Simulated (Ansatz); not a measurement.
# Is Hf-Sc-Hf stack of (100) layers a stable metal?, part 4 of 4

The plan: relax Hf-Sc-Hf stack of (100) layers, check its phonons, and, if the lattice is stable, compute its Eliashberg function and ρ(T).

Ansatz 0.2.0; DFT PBEsol, scalar-relativistic, plane waves, PAW; PAW set soft_1.

So far, highest frequency, solved or plainly interpolated (cm⁻¹): step 5 (phonons by linear response: q 2×2×1, k 6×6×1) 276. Also lowest frequency on the path (cm⁻¹): step 5 -10.8.

### Step 7. Electron–phonon run: q 4×4×1, k 12×12×1, scattering 20×20×1

The next rung changes the q mesh, which sets the reach of the force constants and couplings; the k mesh of the density and its response; the scattering mesh, which samples the Fermi surface.

Contents of input.yaml:

```yaml
crystal:
  lattice:
    - [2.9506360478, 0.0, 0.0]
    - [0.0, 2.9506360478, 0.0]
    - [0.0, 0.0, 33.0869768474]
  atoms:
    - { symbol: Hf, position: [0.0, 0.0, 0.1674373036] }
    - { symbol: Sc, position: [0.5, 0.5, 0.2363995066] }
    - { symbol: Hf, position: [0.0, 0.0, 0.3053617096] }
  periodic: [true, true, false]
kpoints:
  mp_grid: { grid: [12, 12, 1] }
hamiltonian:
  xc: pbesol
  pseudopotentials: { kind: paw, azcp: { folder: soft_1 }, xc_functional: pbe }
scf:
  occupations: { method: methfessel_paxton, width: 0.2 }
output:
  eigenvalues: true
phonons:
  method: dfpt
  qmesh: [4, 4, 1]
  temperatures: { t_max: 1000, t_step: 50 }
  qpath:
    path: [[0.0, 0.0, 0.0], [0.0, 0.5, 0.0], [0.5, 0.5, 0.0], [0.0, 0.0, 0.0]]
    npoints: 10
  electrical_resistivity:
    mesh: [20, 20, 1]
    temperatures: [20.0, 50.0, 77.0, 100.0, 150.0, 200.0, 300.0, 400.0, 600.0, 800.0]
```

Launch:

```sh
ansatz run input.yaml --threads 8 --pin off --max-ram 20480MiB --backend cpu --events-out ev --progress --plain --runs-dir out
```

Log:

```text
[the first part of the log is left out]
  E_paw        = -16115.327974  (= ΣΔE_a)
  E_vpaw       = -289.597936  (= ΣTr[D̂ρ^β])
  E_aug_tail   = 0.000238  (compensation charges beyond the density's cutoff)
  E_ewald      = 110870.061654
  E_core_change = 2.631138  (= ΣΔE_core)
  E_smearing   = -0.009324  (= −TS)
  E_closure    = 0.000000  (closes the sum)
  Σ components = -33306.381988   (vs F -33306.381988, Δ=0.00e0)
--- Band table (eV; the first three rows and the last of 28) ---
  k-point 0: bands = ["-66.0229", "-66.0228", "-52.6017", "-34.8029", "-34.7830", "-34.2402", "-34.2402", "-34.2381", "-34.2381", "-31.2925", "-31.1082", "-31.1082", "-15.9901", "-15.9883", "-15.9603", "-15.9597", "-15.9471", "-15.9471", "-15.9471", "-15.9471", "-15.9134", "-15.9133", "-15.8975", "-15.8975", "-15.8971", "-15.8971", "-10.0988", "-9.1977", "-7.0243", "-5.6536", "-5.2996", "-4.2452", "-4.1440", "-3.3487", "-2.6316", "-1.6000", "-1.6000", "-1.5570"]
  k-point 1: bands = ["-66.0195", "-66.0194", "-52.5970", "-34.7954", "-34.7778", "-34.2981", "-34.2973", "-34.2351", "-34.2332", "-31.2880", "-31.1467", "-31.1049", "-15.9886", "-15.9869", "-15.9581", "-15.9575", "-15.9488", "-15.9487", "-15.9458", "-15.9458", "-15.9143", "-15.9142", "-15.9037", "-15.9033", "-15.8956", "-15.8952", "-9.9188", "-9.0148", "-6.8827", "-5.5253", "-5.1724", "-4.2430", "-4.0901", "-3.2787", "-2.7996", "-1.7380", "-1.6610", "-1.5608"]
  k-point 2: bands = ["-66.0103", "-66.0102", "-52.5842", "-34.7747", "-34.7634", "-34.4562", "-34.4538", "-34.2214", "-34.2198", "-31.2761", "-31.2508", "-31.0960", "-15.9854", "-15.9838", "-15.9536", "-15.9533", "-15.9512", "-15.9507", "-15.9428", "-15.9427", "-15.9193", "-15.9190", "-15.9169", "-15.9167", "-15.8897", "-15.8894", "-9.4157", "-8.5252", "-6.5208", "-5.1540", "-4.8099", "-4.3098", "-3.9946", "-3.1934", "-3.0455", "-2.0058", "-1.8230", "-1.4648"]
  k-point 27: bands = ["-65.9229", "-65.9229", "-52.4637", "-34.9539", "-34.9539", "-34.9484", "-34.9484", "-34.6018", "-34.5979", "-31.5891", "-31.5891", "-31.1821", "-15.9794", "-15.9794", "-15.9787", "-15.9787", "-15.9479", "-15.9461", "-15.9454", "-15.9447", "-15.9058", "-15.9058", "-15.9057", "-15.9057", "-15.8914", "-15.8914", "-6.9039", "-6.4688", "-6.0083", "-5.2622", "-5.2622", "-4.1337", "-4.1337", "-1.4443", "-1.0953", "-1.0953", "-0.1386", "0.1540"]
--- Phonons (Γ-DFPT): 6 representative perturbations + reference (Σ response iterations 34) ---
  ASR residual: 9.906e-6 → 0.000e0 eV/Å²; symmetrization residual: 1.720e-7 eV/Å²
  The last average, over the group as it would stand without the narrowing to the FFT grids, took up to 5.144e-8 eV/Å² of the zone centre's force constants
  ASR residual per site (eV/Å²): 6.43e-6 9.91e-6 6.40e-6
  Γ frequencies (cm⁻¹): 0.00 0.00 0.00 56.72 56.72 79.63 163.67 163.67 190.58
--- Phonons (arbitrary-q DFPT): 6 irreducible q on the 4×4×1 mesh ---
  q = [0.0000, 0.0000, 0.0000] (star 1, of the zone-centre solve; hermiticity 6.45e-8, symmetrization 6.82e-12, taken by the last average 9.65e-9): -0.00 -0.00 -0.00 56.72 56.72 79.63 163.67 163.67 190.58
  q = [0.0000, 0.2500, 0.0000] (star 4, 9 solved perturbations on 84 of 144 k-point pairs; hermiticity 4.14e-8, symmetrization 4.07e-10, taken by the last average 2.46e-8): 13.61 36.69 42.92 64.52 89.61 92.23 141.37 197.42 214.94
  q = [0.0000, -0.5000, 0.0000] (star 2, 9 solved perturbations on 49 of 144 k-point pairs; hermiticity 2.36e-8, symmetrization 9.08e-9, taken by the last average 3.72e-9): 21.42 22.05 26.25 66.97 110.24 127.46 129.88 176.06 241.66
  q = [0.2500, 0.2500, 0.0000] (star 4, 6 solved perturbations in 666 linear systems a pass and spin channel, the states on 144 of 144 k-point pairs; hermiticity 3.75e-8, symmetrization 5.77e-10, taken by the last average 8.34e-9): 49.64 61.33 86.03 92.95 95.27 101.26 190.57 208.73 225.30
  q = [0.2500, -0.5000, 0.0000] (star 4, 9 solved perturbations on 84 of 144 k-point pairs; hermiticity 1.73e-8, symmetrization 4.27e-9, taken by the last average 3.98e-9): 33.28 48.68 94.07 99.00 129.75 134.55 191.01 216.07 261.60
  q = [-0.5000, -0.5000, 0.0000] (star 1, 6 solved perturbations in 231 linear systems a pass and spin channel, the states on 49 of 144 k-point pairs; hermiticity 1.74e-8, symmetrization 2.26e-9, taken by the last average 7.42e-9): -19.77 45.50 141.32 141.32 152.12 152.12 203.79 256.27 256.27
  sum rule: each row above includes the acoustic sum rule's correction from the zone centre's row sums; it moved no ω² by more than (0.24 cm⁻¹)²
  mesh force constants: q→R imaginary residual 1.31e-18; ASR residual 9.906e-6 → 0.000e0 eV/Å²; symmetrization residual 2.665e-15 eV/Å²
  interpolated dispersion: 31 rows × 9 modes
  density of states and harmonic sums: on the 24×24×1 q-mesh, interpolated from the force constants of a 4×4×1 supercell (no non-analytic term)
  largest difference from the sums on the solved wave vectors: F 2.25e-2 eV, S 3.21e-5 and C_V 9.57e-6 eV/K
  zero-point energy: 0.065205 eV/cell   skipped modes (ω ≤ 0): 19, of them read as no rigid motion or as one in doubt: 16 (1.337e-1 modes/cell left out, lowest -19.77 cm⁻¹)   left out of the sums: 1.54e-2 of the cell's modes: C_V's classical limit lies that fraction below 3 k_B per atom; for a crystal, a wire or a layer, F and S can be off by more, and a phonons.interpolated_qmesh denser along its periods is the remedy for the sampling
Error: electrical resistivity: the mode of lowest frequency at the wavevector [-0.5000, -0.5000, 0.0000] is imaginary, -19.77 cm⁻¹ (written negative): the force constants describe an unstable lattice; relax the structure, enlarge phonons.supercell (under dfpt, kpoints.mp_grid), or, with a block electrical_resistivity or superconductivity, name a file of force constants under which the crystal is stable (phonons.electron_phonon_force_constants)
The harmonic force constants that this run solved are whole in <dir>
```

Wall time 9.9 min (8 threads of Arm Neoverse V2, shared host); peak memory 3.8 GiB.

The run ended with an error.

The program's message: “electrical resistivity: the mode of lowest frequency at the wavevector [-0.5000, -0.5000, 0.0000] is imaginary, -19.77 cm⁻¹ (written negative): the force constants describe an unstable lattice; relax …”

The run stops because a mode is imaginary on the scattering mesh, where no scattering rate is defined; denser k meshes, other smearings and, between solved wavevectors, finer q meshes show whether the instability is real.

### Step 8. What came out

```json
{
 "lowest mode solved in a later run, q 4×4×1, k 12×12×1, scattering 20×20×1": "19.8i cm⁻¹",
 "phonon run of the rows without a label of their own": "PBEsol, q 2×2×1, k 6×6×1",
 "softest mode on the q mesh": "12.5 cm⁻¹ at q = (0.5, 0, 0)",
 "highest frequency, solved or plainly interpolated": "276 cm⁻¹"
}
```

No coupling constant or resistivity was obtained: the scattering run stopped at an imaginary mode. Spin–orbit coupling, left out here, matters for Hf. The PAW files were made for PBE; under other functionals the run regenerates their frozen core. The structure was built by hand as an ordered model, and its stability against other phases was not tested.

[Logs are printed without paths, hosts, clocks, repeated set-up lines and the standing remarks that a program may print on its own settings, such as how far it seeks lower states.]

[Hosts, paths, dates, database ids (printed as entryN), source tags and the programs' standing remarks are cut or masked in the printed files.]
